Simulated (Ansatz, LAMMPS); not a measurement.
**A frame of liquid furan from 300 K (207 atoms): geometry optimisation**

Aim: bring a frame of liquid furan from 300 K (207 atoms) to a nearby minimum of the energy and see what moves.

Program: Ansatz 0.2.0. Level of theory: Kohn-Sham DFT, PBE+D4, PAW (set soft_2), plane waves. Results are calculated unless marked as measured.

Most raw output is cut from this account.

### Step 1. The starting structure

The cell holds 207 atoms: 92 C, 23 O and 92 H. Cell: a = 14.037 Å, b = 14.037 Å, c = 14.037 Å, α = 90.0°, β = 90.0°, γ = 90.0°. 23 furan placed at random, at 0.94 g/cm³; overlaps pushed apart, then 10 ps at 450 K with MMFF94 bonds, angles, torsions, charges and radii (Halgren, J. Comput. Chem. 17, 490 (1996)) in harmonic and 12-6 forms. Snapshot after 20 ps at 300 K and fixed volume.

What the set-up can't give: The network of contacts between molecules at the start is that of the classical potential that made the cell. The density was typed from a rule of thumb and may lie off the real one at this temperature. The Brillouin zone is sampled at Γ only, in a cell whose shortest periodic width is 14 Å.

### Step 2. How the cell was made

A classical potential supplies the starting structure, since it reaches far longer times than DFT.

This step: classical MD, MMFF94 bonds, angles, torsions, charges and radii (Halgren, J. Comput. Chem. 17, 490 (1996)) in harmonic and 12-6 forms (LAMMPS 22 Jul 2025 - Update 4).

The input, in.lmp:

```
# liquid furan
units real
atom_style full
boundary p p p
bond_style harmonic
angle_style harmonic
dihedral_style opls
improper_style harmonic
special_bonds lj 0 0 0.5 coul 0 0 0.75
read_data data.lmp
neigh_modify delay 0 every 1 check yes one 4000
comm_modify cutoff 12.0
timestep 0.5
thermo_style custom step time temp pe press density
thermo_modify norm yes
# push overlapping molecules apart
pair_style soft 2.6
pair_coeff * * 0.0
variable a equal ramp(1,60)
fix ad all adapt 1 pair soft a * * v_a
velocity all create 450 540671 mom yes dist gaussian
fix lim all nve/limit 0.03
fix lan all langevin 450 450 50 540672 zero yes
thermo 1000
run 3000 post no
unfix ad
pair_style lj/cut/coul/long 9.0
pair_modify mix arithmetic tail yes
pair_coeff 1 1 0.0678 3.5860   # C
pair_coeff 2 2 0.0763 2.9870   # O
pair_coeff 3 3 0.0216 2.5400   # H
kspace_style pppm 1.0e-4
thermo 100
minimize 1e-5 1e-3 300 3000
# [... 15 lines left out ...]
compute msd all msd com yes
thermo 5000
fix md all nvt temp 300 300 100
run 20000 post no
print "== T300: mean square displacement over the hold $(c_msd[4]:%.2f) A^2"
unfix md
uncompute msd
write_dump all custom T300.dump id type xs ys zs modify sort id
```

On the command line:

```
> lmp -in in.lmp -log none -nocite
```

Elapsed: 20 s, on 1 thread of Intel Xeon 6975P-C (Granite Rapids), shared host; peak memory 0.12 GiB.

The input also reads data.lmp (atoms, bonds and types; not printed here).

### Step 3. Single point at the start

A single point comes first, to see the forces before anything moves.

The input, input.yaml:

```yaml
crystal:
  lattice:
    - [14.03715, 0.0, 0.0]
    - [0.0, 14.03715, 0.0]
    - [0.0, 0.0, 14.03715]
  atoms:
    - { symbol: C, position: [0.10043, 0.62382, 0.13375] }
    - { symbol: C, position: [0.1241, 0.57833, 0.21992] }
    - { symbol: C, position: [0.03768, 0.56482, 0.26736] }
    - { symbol: O, position: [0.96472, 0.59639, 0.21037] }
    - { symbol: C, position: [0.00523, 0.62596, 0.12683] }
    - { symbol: H, position: [0.14701, 0.65826, 0.0776] }
    - { symbol: H, position: [0.19799, 0.56778, 0.25536] }
    - { symbol: H, position: [0.0162, 0.53483, 0.33815] }
    - { symbol: H, position: [0.95264, 0.64691, 0.074] }
    - { symbol: C, position: [0.81048, 0.67688, 0.93629] }
    - { symbol: C, position: [0.76491, 0.76626, 0.94454] }
    - { symbol: C, position: [0.68342, 0.74638, 0.99785] }
    - { symbol: O, position: [0.66936, 0.65578, 0.01569] }
    - { symbol: C, position: [0.74791, 0.61023, 0.97661] }
    - { symbol: H, position: [0.8747, 0.66088, 0.90074] }
    - { symbol: H, position: [0.78458, 0.83399, 0.92073] }
    - { symbol: H, position: [0.63719, 0.79896, 0.0341] }
    - { symbol: H, position: [0.74265, 0.53215, 0.97595] }
    - { symbol: C, position: [0.69248, 0.05312, 0.89933] }
    - { symbol: C, position: [0.60317, 0.07176, 0.85356] }
    - { symbol: C, position: [0.56793, 0.1579, 0.89494] }
    - { symbol: O, position: [0.6297, 0.19104, 0.95764] }
    - { symbol: C, position: [0.70238, 0.13, 0.95749] }
    - { symbol: H, position: [0.74137, 0.99914, 0.88141] }
    - { symbol: H, position: [0.57385, 0.02237, 0.80405] }
    - { symbol: H, position: [0.50369, 0.1997, 0.88742] }
    - { symbol: H, position: [0.75748, 0.14386, 0.01251] }
    - { symbol: C, position: [0.63329, 0.97601, 0.30347] }
    - { symbol: C, position: [0.6051, 0.93694, 0.2121] }
    - { symbol: C, position: [0.57563, 0.01442, 0.15717] }
    - { symbol: O, position: [0.58136, 0.09687, 0.21135] }
    - { symbol: C, position: [0.62364, 0.07247, 0.29679] }
    [... 169 atom lines left out ...]
    - { symbol: O, position: [0.03304, 0.24983, 0.48886] }
    - { symbol: C, position: [0.11064, 0.23192, 0.54558] }
    - { symbol: H, position: [0.17005, 0.30174, 0.6622] }
    - { symbol: H, position: [0.02435, 0.42316, 0.63673] }
    - { symbol: H, position: [0.92965, 0.35405, 0.47452] }
    - { symbol: H, position: [0.13835, 0.16264, 0.52079] }
kpoints:
  mp_grid: { grid: [1, 1, 1] }
hamiltonian:
  xc: pbe
  dispersion: d4
scf:
  occupations: { method: fixed }
output:
  forces: true
  stress: true
  populations: true
  dos:
    method: { smearing: { sigma: 0.08 } }
    de: 0.1
    projected: { site_lists: { C: [C], H: [H], O: [O] } }
  eigenvalues: true
```

On the command line:

```
> ansatz run input.yaml --threads 4 --pin off --max-ram 8192MiB --backend cpu --events-out ev --progress --plain --runs-dir out
```

It took 36 s on 4 threads of Intel Xeon 6975P-C (Granite Rapids), shared host; peak memory 3.8 GiB; 2.1 min of CPU time.

Numbers from this run:

| Property | Result |
| --- | --- |
| free energy | -37570.0071 eV |
| free energy per atom | -181.4976 eV/atom |
| SCF cycles | 11 |
| pressure | 0.1268 GPa |
| r.m.s. force component | 1.014 eV/Å |
| longest force | 4.322 eV/Å |
| Fermi energy | -0.7147 eV |
| gap (highest filled to lowest empty level) | 3.816 eV |
| spilling of the projection | 0.01373 |

The r.m.s. force component of 1.0 eV/Å and the pressure of 0.13 GPa set the starting point.

Length of the force by element:

| element | coordination | atoms | mean length of the force (eV/Å) | spread | least | most |
| --- | --- | --- | --- | --- | --- | --- |
| C | all | 92 | 1.99 | 0.949 | 0.217 | 4.32 |
| H | all | 92 | 1.07 | 0.631 | 0.235 | 3.22 |
| O | all | 23 | 1.37 | 0.557 | 0.375 | 2.95 |

### Step 4. Relaxation

The atoms are relaxed in the fixed cell, aiming at the force tolerance of the input.

input.yaml, the sections that differ from step 3:

```yaml
output:
  forces: true
relax:
  f_tol: 0.05
  max_steps: 200
# crystal, kpoints, hamiltonian, scf: as in step 3
```

Wall time 14 min (4 threads); peak memory 3.5 GiB; 51 min of CPU time.

Relaxation path (22 of 61):

```
step  energy less that of the first step (eV)  largest force component (eV/Å)
   1                                   0.0000                          3.7395
   4                                  -7.7320                          0.4102
   7                                  -8.1443                          0.2485
  10                                  -8.2979                          0.2227
  12                                  -8.3639                          0.3723
  15                                  -8.4566                          0.3351
  18                                  -8.5226                          0.3456
  21                                  -8.5784                          0.1199
  24                                  -8.6172                          0.1472
  27                                  -8.6537                          0.2013
  30                                  -8.6888                          0.1712
  32                                  -8.7069                          0.2118
  35                                  -8.7312                          0.2308
  38                                  -8.7526                          0.2228
  41                                  -8.7740                          0.1670
  44                                  -8.7883                          0.0637
  47                                  -8.7979                          0.0351
  50                                  -8.8042                          0.0135
  52                                  -8.8089                          0.0959
  55                                  -8.8180                          0.2152
  58                                  -8.8279                          0.2033
  61                                  -8.8368                          0.0401
```

Relaxation step 46 was tried and not accepted.

The atoms that moved most (Å):

| atom | dx | dy | dz | length |
| --- | --- | --- | --- | --- |
| H161 | -1.208 | 2.310 | 1.120 | 2.837 |
| H70 | -0.615 | 0.172 | -2.600 | 2.677 |
| H72 | 0.402 | 1.371 | 1.843 | 2.332 |
| H126 | 1.886 | -0.088 | -1.054 | 2.163 |
| C156 | -0.894 | 1.589 | 1.092 | 2.125 |
| H69 | 0.126 | 1.957 | -0.751 | 2.099 |
| H81 | -1.689 | -1.167 | 0.063 | 2.054 |
| H79 | 1.301 | 0.860 | -1.313 | 2.038 |

The relaxation changed the energy by -42.7 meV/atom, and atoms moved by 1.2 Å r.m.s., 2.8 Å at most.

### Step 5. Local order after relaxation

Density 0.94 g/cm³, 13.36 Å³ an atom.

Pair distribution functions g(r), in bins of 0.2 Å:

```csv
r (Å),total,C-C,C-H,C-O,H-H,H-O,O-O
1.00,4.09,0.00,10.35,0.00,0.00,0.00,0.00
1.20,0.00,0.00,0.00,0.00,0.00,0.00,0.00
1.40,3.08,9.29,0.00,12.65,0.00,0.00,0.00
1.60,0.00,0.00,0.00,0.00,0.00,0.00,0.00
1.80,0.00,0.00,0.00,0.00,0.00,0.00,0.00
2.00,0.55,0.00,0.00,0.00,0.00,5.55,0.00
2.20,2.62,3.67,3.58,4.83,0.00,0.00,0.00
2.40,0.04,0.00,0.00,0.00,0.00,0.43,0.00
2.60,0.12,0.00,0.02,0.00,0.26,0.62,0.00
2.80,0.86,0.00,0.36,0.00,2.94,1.38,0.00
3.00,0.53,0.00,0.55,0.00,1.13,0.92,0.00
3.20,1.44,0.00,2.18,0.00,1.49,2.85,0.40
3.40,0.97,0.00,1.55,0.40,1.25,0.71,0.34
3.60,0.86,0.27,0.92,1.24,1.37,0.40,0.95
3.80,0.97,1.14,1.02,1.15,0.83,0.61,0.58
4.00,1.01,1.59,0.89,0.74,0.94,0.75,0.52
4.20,1.00,1.08,1.05,0.62,1.03,0.88,1.91
4.40,1.05,1.05,1.03,0.78,1.35,0.74,1.52
4.60,0.90,0.99,0.95,1.16,0.55,0.95,1.38
4.80,1.02,1.23,0.90,1.10,0.81,1.33,1.82
5.00,1.04,1.09,0.96,1.50,0.94,1.12,0.67
5.20,1.06,1.44,0.93,1.29,0.90,0.96,0.77
5.40,1.10,1.34,1.05,1.33,0.96,0.95,0.70
5.60,1.09,1.12,1.01,1.47,0.94,1.26,1.06
5.80,1.11,1.40,0.90,1.22,1.21,1.06,0.99
6.00,1.01,1.20,0.89,1.14,1.08,0.82,1.52
6.20,1.07,1.02,1.08,1.18,1.11,0.96,1.29
6.40,1.03,0.90,1.15,0.92,1.01,0.90,1.12
```

### Step 6. Single point at the relaxed geometry

The electronic structure is read at the final geometry, in a run of its own.

The input, input.yaml:

```yaml
crystal:
  lattice:
    - [14.03715, 0.0, 0.0]
    - [0.0, 14.03715, 0.0]
    - [0.0, 0.0, 14.03715]
  atoms:
    - { symbol: C, position: [0.1133, 0.65915, 0.13966] }
    - { symbol: C, position: [0.18525, 0.62386, 0.20285] }
    - { symbol: C, position: [0.13853, 0.57568, 0.27315] }
    - { symbol: O, position: [0.04214, 0.57868, 0.25802] }
    - { symbol: C, position: [0.02814, 0.62993, 0.17621] }
    - { symbol: H, position: [0.12387, 0.70008, 0.075] }
    - { symbol: H, position: [0.26164, 0.63398, 0.19688] }
    - { symbol: H, position: [0.16135, 0.53768, 0.33641] }
    - { symbol: H, position: [0.95468, 0.63805, 0.15377] }
    - { symbol: C, position: [0.80523, 0.64457, 0.98735] }
    - { symbol: C, position: [0.78872, 0.74066, 0.01791] }
    - { symbol: C, position: [0.69525, 0.74527, 0.04405] }
    - { symbol: O, position: [0.65229, 0.65851, 0.03186] }
    - { symbol: C, position: [0.72061, 0.59778, 0.99715] }
    - { symbol: H, position: [0.87125, 0.61416, 0.96095] }
    - { symbol: H, position: [0.83969, 0.79872, 0.02068] }
    - { symbol: H, position: [0.65011, 0.80157, 0.07148] }
    - { symbol: H, position: [0.69749, 0.52546, 0.98307] }
    - { symbol: C, position: [0.63825, 0.96201, 0.88375] }
    - { symbol: C, position: [0.56194, 0.01351, 0.83954] }
    - { symbol: C, position: [0.569, 0.10524, 0.8711] }
    - { symbol: O, position: [0.64472, 0.11435, 0.93183] }
    - { symbol: C, position: [0.68614, 0.0263, 0.93873] }
    - { symbol: H, position: [0.65531, 0.88713, 0.87504] }
    - { symbol: H, position: [0.50942, 0.98544, 0.79024] }
    - { symbol: H, position: [0.52884, 0.16988, 0.85802] }
    - { symbol: H, position: [0.74791, 0.02225, 0.98487] }
    - { symbol: C, position: [0.62939, 0.02952, 0.3091] }
    - { symbol: C, position: [0.59514, 0.95496, 0.24815] }
    - { symbol: C, position: [0.5648, 0.9983, 0.16655] }
    - { symbol: O, position: [0.57804, 0.09468, 0.17249] }
    - { symbol: C, position: [0.61746, 0.11253, 0.25992] }
    [... 169 atom lines left out ...]
    - { symbol: O, position: [0.0612, 0.24916, 0.52988] }
    - { symbol: C, position: [0.09698, 0.25949, 0.62025] }
    - { symbol: H, position: [0.07994, 0.36786, 0.73126] }
    - { symbol: H, position: [0.96302, 0.45072, 0.598] }
    - { symbol: H, position: [0.96926, 0.32874, 0.44414] }
    - { symbol: H, position: [0.14474, 0.20376, 0.64424] }
kpoints:
  mp_grid: { grid: [1, 1, 1] }
hamiltonian:
  xc: pbe
  dispersion: d4
scf:
  occupations: { method: fixed }
output:
  forces: true
  stress: true
  populations: true
  dos:
    method: { smearing: { sigma: 0.08 } }
    de: 0.1
    projected: { site_lists: { C: [C], H: [H], O: [O] } }
  eigenvalues: true
  write_density: true
  write_potential: true
  volumetric_format: npy
  elf: true
```

Wall time 40 s (4 threads); peak memory 3.8 GiB; 2.4 min of CPU time.

The program notes that the exchange-correlation potential is rough where the density is thin.

Numbers from this run:

```
free energy                                      : -37578.8439 eV
free energy per atom                             : -181.5403 eV/atom
SCF cycles                                       : 11
pressure                                         : -0.4026 GPa
r.m.s. force component                           : 0.0063 eV/Å
longest force                                    : 0.0428 eV/Å
Fermi energy                                     : -0.9447 eV
gap (highest filled to lowest empty level) : 4.125 eV
spilling of the projection                       : 0.01378
```

Löwdin charges by element (they lack the spilled electrons, 0.040 e an atom on average):

```csv
element,coordination,atoms,mean charge (e),spread,least,most
C,all,92,-0.0829,0.113,-0.209,0.0439
H,all,92,0.219,0.0057,0.206,0.233
O,all,23,-0.186,0.0049,-0.198,-0.177
```

States in the cell by windows of 1 eV, zero at the Fermi level; the larger projections on atomic orbitals stand beside the total:

| from (eV) | to (eV) | total | C p | O p | H s | C s |
| --- | --- | --- | --- | --- | --- | --- |
| -18 | -15 | 0.0 | 0.0 | 0.0 | 0.0 | 0.0 |
| -15 | -14 | 46.0 | 12.1 | 0.7 | 3.3 | 25.0 |
| -14 | -13 | 29.0 | 3.0 | 6.9 | 3.1 | 15.5 |
| -13 | -12 | 17.0 | 1.8 | 4.1 | 1.8 | 9.1 |
| -12 | -10 | 0.0 | 0.0 | 0.0 | 0.0 | 0.0 |
| -10 | -9 | 46.0 | 20.2 | 10.0 | 5.1 | 9.7 |
| -9 | -8 | 56.6 | 24.6 | 2.3 | 12.5 | 13.9 |
| -8 | -7 | 35.4 | 16.5 | 5.9 | 7.9 | 3.0 |
| -7 | -6 | 1.1 | 0.5 | 0.5 | 0.0 | 0.0 |
| -6 | -5 | 90.9 | 39.7 | 32.3 | 14.3 | 3.3 |
| -5 | -4 | 90.2 | 61.0 | 6.7 | 20.2 | 1.2 |
| -4 | -3 | 47.9 | 19.2 | 21.9 | 2.8 | 0.4 |
| -3 | -2 | 0.0 | 0.0 | 0.0 | 0.0 | 0.0 |
| -2 | -1 | 46.0 | 32.9 | 12.7 | 0.0 | 0.1 |
| -1 | 0 | 45.2 | 44.9 | 0.1 | 0.0 | 0.0 |
| 0 | 1 | 0.8 | 0.8 | 0.0 | 0.0 | 0.0 |
| 1 | 3 | 0.0 | 0.0 | 0.0 | 0.0 | 0.0 |
| 3 | 4 | 0.2 | 0.1 | 0.0 | 0.0 | 0.0 |
| 4 | 5 | 47.9 | 34.9 | 6.8 | 1.5 | 0.5 |

The curve was stored every 0.100 eV, coarse against its broadening of 0.08 eV, so these counts are rough.

With fixed occupations the program's Fermi level is the highest filled level; weight inside the gap is the broadening of levels at its edges.

Between -23 and -18 eV lie 46 more states.

The levels nearest the highest filled one (over half full), pooled over k-points and spins:

| level less the highest filled one (eV) | occupation |
| --- | --- |
| -0.142 | 2 |
| -0.116 | 2 |
| -0.0761 | 2 |
| -0.0486 | 2 |
| -0.0288 | 2 |
| 0 | 2 |
| 4.13 | 0 |
| 4.19 | 0 |
| 4.24 | 0 |
| 4.28 | 0 |
| 4.32 | 0 |
| 4.33 | 0 |

Electrostatic potential energy in the ac plane at fractional y = 0.105, with atoms of C and O and H within 0.2 Å of it. With pseudopotentials it is smooth inside the atoms' cores, unlike the true potential.

Values in eV, 13 rows by 16 columns, each cell a mean:
```
  3   4   4   4   4   4   4   5   3  -7 -28  -4   4   5   4   4
  4   4   2  -5 -21  -6   4   4 -12 -32 -12   2   4   5   5   4
  4   4 -10 -28 -14  -2   4   4   2  -1   4   3   1   4   5   4
  4   4   4   3   4   4   4   4   4   5   5  -2 -21   0   4   4
  4   4   4   4   4   4   4   4   4   5   4  -2 -23 -24 -11   3
  4   4   4   5   5   5   5   3   3   4   4   3   1 -18  -7   4
  4   5   5   5   5   5   5   3   3   4   5   4   3  -2   1   4
  4   4   4   3   0   1   4   4   5   5   4   4   4   4   4   4
  4   4   3  -1  -5 -21 -14  -2   4   1  -2   4   5   4   4   4
  4   4  -1 -14 -18 -26  -9   1   3 -22 -24   3   5   4   4   4
  4   4   2  -1 -19 -13   4   4  -3 -33  -5   4   5   4   4   4
  2   4   4   4   1   0   4   5   4  -1   4   5   5   4  -1  -1
-10   4   5   5   4   4   4   5   5   5   5   4   4   5   3  -5
```
Columns run along a (14.0 Å; values clipped at the 3rd and 97th percentile), rows up along c (14.0 Å). Atoms in or near the plane, at fractional coordinates: C at (0.57, 0.87), O at (0.64, 0.93), O at (0.58, 0.17), C at (0.62, 0.26), O at (0.19, 0.80), C at (0.29, 0.22), C at (0.35, 0.29), H at (0.42, 0.31), C at (0.85, 0.61), H at (0.75, 0.74), H at (0.99, 0.03).

ELF in the ac plane at fractional y = 0.105, with atoms of C and O and H within 0.2 Å of it. It is the smooth field of the valence electrons, not physical close to the nuclei.

Ten even steps from '0' (0.00 × 1e-1) to '9' (9.99 × 1e-1), each cell a mean:
```
75100000001321000000222257776201100000157
00000000015653100002466467567410000000001
00000023236666420002576237665310000000000
00000378776357751000245566310000000000000
00000487676467741000013576300145541000000
00000268874233210000001232001799983000000
00000013431000000000000000002799974211100
00000000000001442000000000013664377555541
00000000000013331000000000146775686368762
00000000000012211001220000134532365456531
00000000000001222247752000000000278863100
00000000000000011257651000000000367653100
00000000000121000123210000000000246777510
00000022102576400000000000000000013566410
00000245534777511220000111111000000011000
00000257742366547896002554321100000000000
00001357751145259997004776654310000000000
00013566667569756772002552377520000001100
00016886578426631100036676554310000000000
21003664235788841000378757631000001221001
54100110004899971000257888730000025775224
76300000001588740000012444200000047874247
99710000000011100000000000000000014531279
99710000000000000000000013431000000000399
```
Columns run along a (14.0 Å), rows up along c (14.0 Å). Atoms in or near the plane, at fractional coordinates: C at (0.57, 0.87), O at (0.64, 0.93), O at (0.58, 0.17), C at (0.62, 0.26), O at (0.19, 0.80), C at (0.29, 0.22), C at (0.35, 0.29), H at (0.42, 0.31), C at (0.85, 0.61), H at (0.75, 0.74), H at (0.99, 0.03).

Mean Löwdin charges: C -0.08, H +0.22, O -0.19 e (they miss 1.4 % of the electrons, so they add up to more than the cell's charge). The largest share in the top eV of filled states is C p (100 % of the projected weight), and in the lowest eV of empty states C p (80 % of the projected weight).

The surroundings of O193, one of the 23 O atoms, nearest first, numbered as they follow in the input and with coordinates relative to it.

| atom | x | y | z | distance (Å) | Löwdin charge (e) |
| --- | --- | --- | --- | --- | --- |
| O193 | 0.00 | 0.00 | 0.00 | 0.00 | -0.19 |
| C192 | -0.17 | 1.28 | -0.45 | 1.37 | 0.04 |
| C194 | 0.25 | -0.77 | -1.10 | 1.37 | 0.02 |
| H197 | -0.37 | 2.02 | 0.31 | 2.08 | 0.23 |
| H198 | 0.43 | -1.82 | -0.91 | 2.08 | 0.22 |
| C190 | 0.24 | 0.00 | -2.23 | 2.24 | -0.20 |
| C191 | -0.03 | 1.34 | -1.80 | 2.24 | -0.19 |
| H43 | -2.35 | -1.45 | 0.76 | 2.86 | 0.22 |

### Step 7. Summary of results

```yaml
energy_change_in_the_relaxation: -42.69 meV/atom
r_m_s_displacement: 1.162 Å
largest_displacement: 2.837 Å
free_energy_per_atom: -181.5403 eV/atom
pressure: -0.4026 GPa
r_m_s_force_component: 0.0063 eV/Å
spacing_of_highest_filled_and_lowest_empty_level: 4.125 eV
wall_time_of_the_3_dft_runs: 15 min
```

In words: Relaxation lowers the energy by 42.7 meV/atom and moves atoms by 1.2 Å r.m.s.; the r.m.s. force component goes from 1.0 to 0.0063 eV/Å, the pressure goes from 0.13 to -0.40 GPa, and the gap from 3.82 to 4.13 eV. From the first step to the last the energy fell by 8.837 eV, and the largest move was 2.84 Å (H161). The highest filled and lowest empty levels differ by 4.13 eV (at Γ alone); a semilocal functional tends to put such gaps too low. In a disordered cell it changes from sample to sample and from frame to frame.

What to keep in mind: The network of contacts between molecules at the start is that of the classical potential that made the cell; in DFT atoms moved by 1.2 Å r.m.s.

[Logs are printed without paths, hosts, clocks, repeated set-up lines and the standing remarks that a program may print on its own settings, such as how far it seeks lower states.]

[Hosts, paths, dates, database ids (printed as entryN), source tags and the programs' standing remarks are cut or masked in the printed files.]

[The MMFF94 radii named for the starting cell were scaled by 0.96; in molecules described by MMFF94, hydrogen bound to N, O or S took a small fixed 12-6 site in their place.]
